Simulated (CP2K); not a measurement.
Two runs for the C K edge of acetyl fluoride. Run A: CP2K XAS_TDP, all-electron GAPW, PBEh(45%), aug-cc-pVDZ, TDA, no relativity. Run B differs in one setting.

First lines with a strength over 0.0015. A:

| atom | energy (eV) | states | strength, one atom |
| --- | --- | --- | --- |
| C1 (bonded to C and 3 H) | 284.48 | 1 | 0.0035 |
|  | 285.31 | 1 | 0.0273 |
|  | 285.53 | 1 | 0.0247 |
|  | 286.10 | 1 | 0.0037 |
|  | 286.32 | 1 | 0.0231 |
| C2 (bonded to C, F and O) | 283.81 | 1 | 0.0782 |
|  | 288.38 | 1 | 0.0354 |
|  | 289.58 | 1 | 0.0224 |
|  | 290.42 | 1 | 0.0031 |
|  | 290.48 | 1 | 0.0040 |

B:

```csv
atom,energy (eV),states,"strength, one atom"
C1 (bonded to C and 3 H),270.83,1,0.0046
,270.87,1,0.0049
,270.92,1,0.0016
,271.79,1,0.0035
,273.22,1,0.0050
"C2 (bonded to C, F and O)",272.32,1,0.0493
,274.50,1,0.0021
,275.44,1,0.0038
,275.51,1,0.0019
,275.87,1,0.0059
```

Which was it: the basis, scalar relativity switched on, GW2X switched on, the functional?

The functional (functional from PBEh(45%) to PBE; the lines alone don't name the new value). A functional moves all lines by electronvolts and changes their spacings and strengths. Against PBEh(45%) in aug-cc-pVDZ, the leading line moves by -11.49 eV, to 272.32 eV; the strength of C2's goes from 0.0782 to 0.0493. For C1 the rule picks another line of the list in the two runs, so no shift is given. The next line of C2 over the strength cut lies 2.18 eV higher, against 4.57.

[Banner, clock and machine lines of the logs are left out without a mark of their own.]

[Logs are printed without paths, hosts, clocks, repeated set-up lines and the standing remarks that a program may print on its own settings, such as how far it seeks lower states.]

[Hosts, paths, dates, database ids (printed as entryN), source tags and the programs' standing remarks are cut or masked in the printed files.]
